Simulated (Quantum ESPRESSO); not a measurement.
# Ir(111), 5 layers against a metal electrode, stepped through the charge of the slab, part 2 of 4

Aim: how the results for Ir(111), 5 layers against a metal electrode change with the charge of the slab.

Quantum ESPRESSO 7.5; plane-wave DFT, PBE, GBRV ultrasoft pseudopotentials.

So far. Step 2 (Relaxing cell and ions of the reference):  The last row is no step: it is a fresh SCF in the final cell with a new plane-wave basis, -1 meV from the row before.

## 3. Relaxation with pw.x of the reference

What the set-up leaves free in this member is relaxed.

System of this step: Ir(111), 5 layers. The cell holds 5 atoms: 5 Ir. Cell: a = 2.736 Å, b = 2.736 Å, c = 24.050 Å, α = 90.0°, β = 90.0°, γ = 60.0°. It derives from Ir. Vacuum lies along c.

ref.relax.in

```
&control
  prefix = 'ref.relax'
  outdir = './out'
  pseudo_dir = './pseudo'
  nstep = 40
  forc_conv_thr = 0.001
  calculation = 'relax'
/
&system
  ibrav = 0
  nat = 5
  ntyp = 1
  ecutwfc = 40
  ecutrho = 200
  occupations = 'smearing'
  smearing = 'mv'
  degauss = 0.02
/
&electrons
  conv_thr = 1e-08
  mixing_beta = 0.4
  electron_maxstep = 120
  mixing_mode = 'local-TF'
/
&ions
/
ATOMIC_SPECIES
  Ir  192.2170  ir_pbe_v1.2.uspp.F.UPF
CELL_PARAMETERS angstrom
  2.73596043691400 0.00000000000000 0.00000000000000
  1.36798021845700 2.36941124211670 0.00000000000000
  0.00000000000000 0.00000000000000 24.04979825980024
ATOMIC_POSITIONS crystal
  Ir  0.666666666700 0.666666666700 0.314226937111
  Ir  0.000000000000 0.000000000000 0.407113468555
  Ir  0.333333333300 0.333333333300 0.500000000000 0 0 0
  Ir  0.666666666700 0.666666666700 0.592886531445
  Ir  0.000000000000 0.000000000000 0.685773062889
K_POINTS automatic
  12 12 1 0 0 0
```

The run is started by

```console
OMP_NUM_THREADS=1 mpirun -n 4 pw.x -nk 4 -in ref.relax.in > ref.relax.out
```

The log of the run:

```text
[banner, memory and clock lines left out]
Program PWSCF v.7.5 starts

          URL

     Message from routine setup:
     using ibrav=0 with symmetry is DISCOURAGED, use correct ibrav instead

     G-vector sticks info

     bravais-lattice index     =            0
     lattice parameter (alat)  =       5.1702  a.u.
     unit-cell volume          =    1052.1031 (a.u.)^3
     number of atoms/cell      =            5
     number of atomic types    =            1
     number of electrons       =        75.00
     number of Kohn-Sham states=           46
     kinetic-energy cutoff     =      40.0000  Ry
     charge density cutoff     =     200.0000  Ry
     scf convergence threshold =      1.0E-08
     mixing beta               =       0.4000
     number of iterations used =            8  local-TF  mixing
     energy convergence thresh.=      1.0E-04
     force convergence thresh. =      1.0E-03
     Exchange-correlation= SLA  PW   PBE  PBE
                           (   1   4   3   4   0   0   0)
     nstep                     =           40

     celldm(1)=   5.170216  celldm(2)=   0.000000  celldm(3)=   0.000000
     celldm(4)=   0.000000  celldm(5)=   0.000000  celldm(6)=   0.000000

     crystal axes: (cart. coord. in units of alat)
               a(1) = (   1.000000   0.000000   0.000000 )
               a(2) = (   0.500000   0.866025   0.000000 )
               a(3) = (   0.000000   0.000000   8.790258 )

     reciprocal axes: (cart. coord. in units 2 pi/alat)
               b(1) = (  1.000000 -0.577350  0.000000 )
               b(2) = (  0.000000  1.154701  0.000000 )
               b(3) = (  0.000000  0.000000  0.113762 )

     PseudoPot. # 1 for Ir read from file:
     ./pseudo/ir_pbe_v1.2.uspp.F.UPF
     Pseudo is Ultrasoft + core correction, Zval = 15.0
     Generated by new atomic code, or converted to UPF format
     Using radial grid of  983 points,  7 beta functions with:
                l(1) =   0
                l(2) =   0
                l(3) =   1
                l(4) =   1
                l(5) =   1
                l(6) =   2
                l(7) =   2
     Q(r) pseudized with  8 coefficients,  rinner =    1.400   1.400   1.400
                                                       1.400   1.400

     atomic species   valence    mass     pseudopotential
     Ir               15.00   192.21700     Ir( 1.00)

     12 Sym. Ops., with inversion, found ( 6 have fractional translation)

   Cartesian axes

     site n.     atom                  positions (alat units)
         1        Ir     tau(   1) = (   1.0000000   0.5773503   2.7621359  )
         2        Ir     tau(   2) = (   0.0000000   0.0000000   3.5786324  )
         3        Ir     tau(   3) = (   0.5000000   0.2886751   4.3951290  )
         4        Ir     tau(   4) = (   1.0000000   0.5773503   5.2116256  )
         5        Ir     tau(   5) = (   0.0000000   0.0000000   6.0281222  )

     number of k points=    19  Marzari-Vanderbilt smearing, width (Ry)=  0.0200
                       cart. coord. in units 2pi/alat
        k(    1) = (   0.0000000   0.0000000   0.0000000), wk =   0.0138889
        k(    2) = (   0.0000000   0.0962250   0.0000000), wk =   0.0833333
        k(    3) = (   0.0000000   0.1924501   0.0000000), wk =   0.0833333
        k(    4) = (   0.0000000   0.2886751   0.0000000), wk =   0.0833333
        k(    5) = (   0.0000000   0.3849002   0.0000000), wk =   0.0833333
        k(    6) = (   0.0000000   0.4811252   0.0000000), wk =   0.0833333
        k(    7) = (   0.0000000  -0.5773503   0.0000000), wk =   0.0416667
        k(    8) = (   0.0833333   0.1443376   0.0000000), wk =   0.0833333
        k(    9) = (   0.0833333   0.2405626   0.0000000), wk =   0.1666667
        k(   10) = (   0.0833333   0.3367877   0.0000000), wk =   0.1666667
        k(   11) = (   0.0833333   0.4330127   0.0000000), wk =   0.1666667
        k(   12) = (   0.0833333  -0.6254628   0.0000000), wk =   0.1666667
        k(   13) = (   0.1666667   0.2886751   0.0000000), wk =   0.0833333
        k(   14) = (   0.1666667   0.3849002   0.0000000), wk =   0.1666667
        k(   15) = (   0.1666667  -0.6735753   0.0000000), wk =   0.1666667
        k(   16) = (   0.1666667  -0.5773503   0.0000000), wk =   0.0833333
        k(   17) = (   0.2500000  -0.7216878   0.0000000), wk =   0.0833333
        k(   18) = (   0.2500000  -0.6254628   0.0000000), wk =   0.1666667
        k(   19) = (   0.3333333  -0.5773503   0.0000000), wk =   0.0277778

     Dense  grid:    50335 G-vectors     FFT dimensions: (  24,  24, 216)

     Smooth grid:    36051 G-vectors     FFT dimensions: (  24,  24, 192)

     Initial potential from superposition of free atoms

     starting charge      72.4998, renormalised to      75.0000

     negative rho (up, down):  1.865E+00 0.000E+00
     Starting wfcs are   60 randomized atomic wfcs

     per-process dynamical memory:    52.6 Mb

     Self-consistent Calculation

     iteration #  1     ecut=    40.00 Ry     beta= 0.40
     Davidson diagonalization with overlap
     ethr =  1.00E-02,  avg # of iterations =  5.8

     negative rho (up, down):  1.658E+00 0.000E+00

     total energy              =    -909.06689743 Ry
     estimated scf accuracy    <       9.25485093 Ry

     iteration #  2     ecut=    40.00 Ry     beta= 0.40
     Davidson diagonalization with overlap
     ethr =  1.00E-02,  avg # of iterations =  1.0

     negative rho (up, down):  1.523E+00 0.000E+00

     total energy              =    -908.66651547 Ry
     estimated scf accuracy    <       1.88016982 Ry

     iteration #  3     ecut=    40.00 Ry     beta= 0.40
     Davidson diagonalization with overlap
     ethr =  2.51E-03,  avg # of iterations =  2.1

     negative rho (up, down):  1.498E+00 0.000E+00

     total energy              =    -908.72152424 Ry
     estimated scf accuracy    <       0.21559098 Ry

     iteration #  4     ecut=    40.00 Ry     beta= 0.40
     Davidson diagonalization with overlap
     ethr =  2.87E-04,  avg # of iterations =  5.8

     negative rho (up, down):  1.552E+00 0.000E+00

     total energy              =    -908.76048391 Ry
     estimated scf accuracy    <       0.00728536 Ry

     iteration #  5     ecut=    40.00 Ry     beta= 0.40
     Davidson diagonalization with overlap
     ethr =  9.71E-06,  avg # of iterations =  8.1

     negative rho (up, down):  1.579E+00 0.000E+00

     total energy              =    -908.76050811 Ry
     estimated scf accuracy    <       0.00208755 Ry

     iteration #  6     ecut=    40.00 Ry     beta= 0.40
     Davidson diagonalization with overlap
[...]
8.4636   8.9197   9.0385  10.5352  12.4478  14.3481

          k = 0.0833 0.4330 0.0000 (  4516 PWs)   bands (ev):

   -41.6528 -41.6012 -41.5713 -41.4524 -41.3260 -41.2758 -41.2668 -41.1947
   -41.1177 -41.0504 -41.0472 -40.7581 -40.7580 -40.7180 -40.7169   0.9017
     1.2519   1.5309   1.7946   2.0984   2.3683   2.6816   3.5283   4.0644
     4.4972   4.7707   4.8453   5.0251   5.6104   5.8928   6.4150   6.5775
     6.8742   7.7317   7.8255   7.8855   8.4155   8.6896   8.9267   9.2106
     9.4301   9.6322   9.9055  11.4216  13.4059  15.3493

          k = 0.0833-0.6255 0.0000 (  4500 PWs)   bands (ev):

   -41.7129 -41.6618 -41.6187 -41.4197 -41.3533 -41.2974 -41.2906 -41.2115
   -41.1392 -41.0984 -41.0921 -40.7770 -40.7768 -40.7158 -40.7148   0.9322
     1.0743   1.5170   1.5819   1.9133   2.2963   2.4066   3.4491   4.0171
     4.4498   4.7375   4.9241   5.4800   5.7221   6.2377   7.0306   7.3122
     7.7593   8.0315   8.6105   8.7403   8.8028   9.0617   9.1766   9.5475
    10.3786  11.1464  11.3821  12.2127  13.3746  15.0929

          k = 0.1667 0.2887 0.0000 (  4483 PWs)   bands (ev):

   -41.5789 -41.4980 -41.4624 -41.4436 -41.2818 -41.2482 -41.2119 -41.1655
   -41.0977 -40.9282 -40.9269 -40.7354 -40.7354 -40.7213 -40.7201   0.4444
     1.0941   1.9710   2.5673   2.6665   2.9128   3.0397   3.2920   3.6698
     3.8787   4.2894   4.3919   4.6198   4.7098   5.5484   5.7035   5.9835
     6.1721   6.6800   7.0227   7.1880   7.5815   8.0750   8.2088   8.4364
     8.5006   8.7807   9.0068  10.5577  12.3949  14.3064

          k = 0.1667 0.3849 0.0000 (  4491 PWs)   bands (ev):

   -41.6061 -41.5485 -41.5326 -41.4747 -41.3188 -41.3055 -41.2733 -41.1887
   -41.1424 -41.0082 -41.0077 -40.7865 -40.7859 -40.7172 -40.7167   1.2545
     1.5779   1.9401   2.2824   2.4931   2.8257   3.1981   3.5663   3.6031
     3.9976   4.2261   4.5326   4.9352   5.0448   5.3496   5.5096   6.1138
     6.6092   6.7368   7.3365   7.5901   7.9418   8.8358   8.9308   9.2200
     9.6460   9.7674  10.1599  11.5991  13.4586  15.5864

          k = 0.1667-0.6736 0.0000 (  4509 PWs)   bands (ev):

   -41.6629 -41.6125 -41.5777 -41.4405 -41.3488 -41.3416 -41.3225 -41.2050
   -41.1788 -41.0619 -41.0608 -40.8252 -40.8245 -40.7140 -40.7138   1.4303
     1.5130   2.0208   2.1137   2.2747   2.6477   3.0063   3.4570   3.7955
     3.9524   4.6785   4.7906   5.1064   5.3770   5.8595   6.1679   6.3234
     6.7547   7.4991   7.7380   7.8128   8.2698   9.0096   9.1147   9.5297
    10.9936  11.3281  11.9037  13.0781  14.7206  15.1867

          k = 0.1667-0.5774 0.0000 (  4498 PWs)   bands (ev):

   -41.6861 -41.6369 -41.5932 -41.4216 -41.3684 -41.3543 -41.3373 -41.2056
   -41.1979 -41.0809 -41.0785 -40.8395 -40.8386 -40.7129 -40.7127   1.4079
     1.4322   1.9813   2.0626   2.2311   2.6596   2.8803   3.4212   3.6390
     4.1290   4.6893   4.9641   5.1188   5.6242   5.7864   6.6105   6.8282
     6.9033   7.6862   8.1204   8.4160   8.4975   8.8469   9.0299   9.3616
    12.0635  12.5899  12.9504  13.4078  13.7155  15.0888

          k = 0.2500-0.7217 0.0000 (  4477 PWs)   bands (ev):

   -41.6281 -41.5805 -41.5484 -41.4669 -41.3778 -41.3689 -41.2988 -41.2310
   -41.1831 -41.0371 -41.0353 -40.8571 -40.8561 -40.7135 -40.7130   1.8053
     1.8563   2.2758   2.2813   2.8380   2.9125   3.1904   3.4753   3.6160
     3.9139   4.2554   4.4661   5.1933   5.2738   5.3115   5.4366   6.1906
     6.5425   6.8899   7.3216   7.4748   8.1738   9.0195   9.2008   9.5132
    11.1449  11.4387  12.1010  13.3451  14.9907  16.1330

          k = 0.2500-0.6255 0.0000 (  4484 PWs)   bands (ev):

   -41.6328 -41.5888 -41.5493 -41.4706 -41.4325 -41.4087 -41.3074 -41.2532
   -41.2067 -41.0435 -41.0421 -40.9086 -40.9073 -40.7113 -40.7110   1.8464
     2.0086   2.4239   2.5417   2.7028   3.0349   3.0962   3.3192   3.5722
     4.0119   4.4596   4.6298   5.1890   5.3031   5.7508   5.7984   6.1509
     6.6650   7.1094   7.3927   8.0019   8.3585   8.7986   8.9565   9.2219
    12.4736  13.1503  13.9288  14.2084  14.8753  15.0862

          k = 0.3333-0.5774 0.0000 (  4455 PWs)   bands (ev):

   -41.5827 -41.5492 -41.5492 -41.5104 -41.4643 -41.4643 -41.2839 -41.2839
   -41.2182 -41.0045 -41.0030 -40.9720 -40.9720 -40.7102 -40.7102   2.2412
     2.3132   2.3132   2.8134   2.9011   2.9011   3.1161   3.4115   3.4115
     4.2310   4.5599   4.5599   5.3325   5.3847   5.3847   5.3928   6.5644
     6.5644   6.9350   7.1834   8.2818   8.2818   8.6918   8.7745   8.7745
    13.6241  13.6241  13.8326  14.5228  14.5228  15.4506

     the Fermi energy is     8.2345 ev

!    total energy              =    -908.76125120 Ry
     estimated scf accuracy    <          3.9E-11 Ry
     smearing contrib. (-TS)   =       0.00201678 Ry
     internal energy E=F+TS    =    -908.76326797 Ry

     The total energy is F=E-TS. E is the sum of the following terms:
     one-electron contribution =   -6922.12215530 Ry
     hartree contribution      =    3486.97206793 Ry
     xc contribution           =    -251.76936527 Ry
     ewald contribution        =    2778.15618466 Ry

     convergence has been achieved in  13 iterations

     negative rho (up, down):  1.575E+00 0.000E+00

     Forces acting on atoms (cartesian axes, Ry/au):

     atom    1 type  1   force =     0.00000000    0.00000000   -0.00032620
     atom    2 type  1   force =     0.00000000   -0.00000000    0.00125485
     atom    3 type  1   force =     0.00000000    0.00000000    0.00000000
     atom    4 type  1   force =     0.00000000    0.00000000   -0.00125485
     atom    5 type  1   force =     0.00000000    0.00000000    0.00032620

     Total force =     0.001834     Total SCF correction =     0.000033
     Energy error            =      8.9E-05 Ry
     Gradient error          =      1.3E-03 Ry/Bohr

     number of scf cycles    =   7
     number of bfgs steps    =   6

     energy             old  =    -908.7611620101 Ry
     energy             new  =    -908.7612511968 Ry

     CASE: energy            _new < energy            _old

     new trust radius        =       0.0043159205 bohr
     new conv_thr            =            1.0E-10 Ry

ATOMIC_POSITIONS (crystal)
Ir               0.6666666667        0.6666666667        0.3163542671
Ir               0.0000000000       -0.0000000000        0.4073453754
Ir               0.3333333333        0.3333333333        0.5000000000    0   0   0
Ir               0.6666666667        0.6666666667        0.5926546246
Ir              -0.0000000000       -0.0000000000        0.6836457329

     XML data file
     NEW-OLD atomic charge density approx. for the potential

     negative rho (up, down):  1.574E+00 0.000E+00

     per-process dynamical memory:    73.9 Mb

     Self-consistent Calculation

     iteration #  1     ecut=    40.00 Ry     beta= 0.40
     Davidson diagonalization with overlap
     ethr =  1.00E-06,  avg # of iterations =  4.0

     negative rho (up, down):  1.574E+00 0.000E+00

     total energy              =    -908.76119815 Ry
     estimated scf accuracy    <       0.00257429 Ry

     iteration #  2     ecut=    40.00 Ry     beta= 0.40
     Davidson diagonalization with overlap
     ethr =  3.43E-06,  avg # of iterations =  1.0

     negative rho (up, down):  1.574E+00 0.000E+00

     total energy              =    -908.76125581 Ry
     estimated scf accuracy    <       0.00004041 Ry

     iteration #  3     ecut=    40.00 Ry     beta= 0.40
     Davidson diagonalization with overlap
     ethr =  5.39E-08,  avg # of iterations =  1.1

     negative rho (up, down):  1.574E+00 0.000E+00

     total energy              =    -908.76125427 Ry
     estimated scf accuracy    <       0.00004117 Ry

     iteration #  4     ecut=    40.00 Ry     beta= 0.40
     Davidson diagonalization with overlap
     ethr =  5.39E-08,  avg # of iterations =  1.1

     negative rho (up, down):  1.574E+00 0.000E+00

     total energy              =    -908.76125590 Ry
     estimated scf accuracy    <       0.00000136 Ry

     iteration #  5     ecut=    40.00 Ry     beta= 0.40
     Davidson diagonalization with overlap
     e
```

Run time: 4.1 min. Hardware: 4 MPI ranks of Arm Neoverse V1, shared host; peak memory 0.56 GiB.

Relaxation path:

| step | energy less that of the first step (eV) | largest force (eV/Å) |
| --- | --- | --- |
| 1 | 0.0000 | 0.4372 |
| 2 | -0.0095 | 0.3094 |
| 3 | -0.0150 | 0.1838 |
| 4 | -0.0175 | 0.1483 |
| 5 | -0.0186 | 0.1499 |
| 6 | -0.0199 | 0.1165 |
| 7 | -0.0212 | 0.0323 |
| 8 | -0.0212 | 0.0030 |

The atoms that moved most (Å):

| atom | dx | dy | dz | length |
| --- | --- | --- | --- | --- |
| Ir1 | 0.000 | 0.000 | 0.051 | 0.051 |
| Ir5 | 0.000 | 0.000 | -0.051 | 0.051 |
| Ir4 | 0.000 | 0.000 | -0.006 | 0.006 |
| Ir2 | 0.000 | 0.000 | 0.006 | 0.006 |

Final coordinates:

```xyz
5
Lattice="2.7360 0.0000 0.0000 1.3680 2.3694 0.0000 0.0000 0.0000 24.0498" Properties=species:S:1:pos:R:3
Ir    2.7360    1.5796    7.6083
Ir    0.0000    0.0000    9.7966
Ir    1.3680    0.7898   12.0249
Ir    2.7360    1.5796   14.2532
Ir    0.0000    0.0000   16.4415
```

The relaxation lowers the energy by 4 meV an atom. On the free atoms the largest force ends at 0.003 eV/Å.

This step gave:

```
free energy  : -12364.3268 eV
Fermi energy : 8.235 eV
```

[end of part 2 of 4]

[Logs are printed without paths, hosts, clocks, repeated set-up lines and the standing remarks that a program may print on its own settings, such as how far it seeks lower states.]

[Hosts, paths, dates, database ids (printed as entryN), source tags and the programs' standing remarks are cut or masked in the printed files.]

[Maps of the electrostatic potential energy from Ansatz leave out the sawtooth potential of an applied field or a dipole correction, so their vacuum need not be flat; planar profiles and work functions include it.]
